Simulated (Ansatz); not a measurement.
## K on W(100): change of the work function: cost of one run

Ansatz 0.2.0; plane-wave DFT, PBE, Ansatz PAW. The cell holds 21 atoms.

input.yaml reads:

```yaml
crystal:
  lattice:
    - [6.32, 0.0, 0.0]
    - [0.0, 6.32, 0.0]
    - [0.0, 0.0, 27.2576216489]
  atoms:
    - { symbol: W, position: [0.0, 0.0, 0.3301828793] }
    - { symbol: W, position: [0.25, 0.25, 0.3881483181] }
    - { symbol: W, position: [0.0, 0.0, 0.4460832542] }
[... 12 atom lines left out ...]
    - { symbol: W, position: [0.5, 0.5, 0.3301828793] }
    - { symbol: W, position: [0.75, 0.75, 0.3881483181] }
    - { symbol: W, position: [0.5, 0.5, 0.4460832542] }
    - { symbol: W, position: [0.75, 0.75, 0.5064193093] }
    - { symbol: W, position: [0.5, 0.5, 0.558897123] }
    - { symbol: K, position: [0.25, 0.25, 0.6698171207] }
kpoints:
  mp_grid: { grid: [6, 6, 1] }
hamiltonian:
  xc: pbe
scf:
  occupations: { method: fermi_dirac, width: 0.1 }
  convergence: { dr2_threshold: 1.0e-08 }
efield:
  axis: 3
  dipole_correction: true
  ramp_position: 0.97
  ramp_width: 0.06
relax:
  f_tol: 0.02
  max_steps: 60
  constraints: [{ sites: [0, 1, 5, 6, 10, 11, 15, 16] }]
output:
  dos: { projected: true, e_range: [-8, 4] }
  write_potential: true
  write_density: true
  volumetric_format: npy
  elf: true
```

On the command line:

```bash
$ ansatz run input.yaml --threads 4 --pin off --max-ram 6144MiB --backend cpu --events-out ev --progress --plain --runs-dir out
```

The cutoff in use is 420 eV. For reference, a run of the same kind (5 atoms, 28 k-points, 42 bands and 4,785 plane waves; 37 SCF cycles) took 30 s and 0.63 GiB on the same hardware.

Q: Estimate wall time and peak memory on 4 threads of Arm Neoverse V1, shared host.

A cutoff of 420 eV is a sphere of radius 10.5 Å⁻¹, so a cell of 1089 Å³ holds about V·G³/6π² = 21,277 plane waves. At two electrons a band, the 289 electrons need 145 bands, and 29 more are carried. Symmetry cuts the 6×6×1 mesh from 36 to 10 points. The run has 10 k-points, 174 bands and 21,311 plane waves. Taking the work of a cycle as k-points × spins × bands × plane waves, that is 6.6 times the reference, or 3.3 min at the reference's 37 cycles. The run needed 83 SCF cycles over 9 ionic steps, which makes it about 7.3 min. One copy of the wavefunctions takes 0.55 GiB at 16 bytes a coefficient, against 0.084 GiB in the reference; grids, projectors and work arrays come on top. Measured: about 10 min, with a peak of 4.5 GiB. The run took longer than the estimate, which leaves out the steps that grow as the square of the band count.

[Logs are printed without paths, hosts, clocks, repeated set-up lines and the standing remarks that a program may print on its own settings, such as how far it seeks lower states.]

[Hosts, paths, dates, database ids (printed as entryN), source tags and the programs' standing remarks are cut or masked in the printed files.]

[Maps of the electrostatic potential energy from Ansatz leave out the sawtooth potential of an applied field or a dipole correction, so their vacuum need not be flat; planar profiles and work functions include it.]
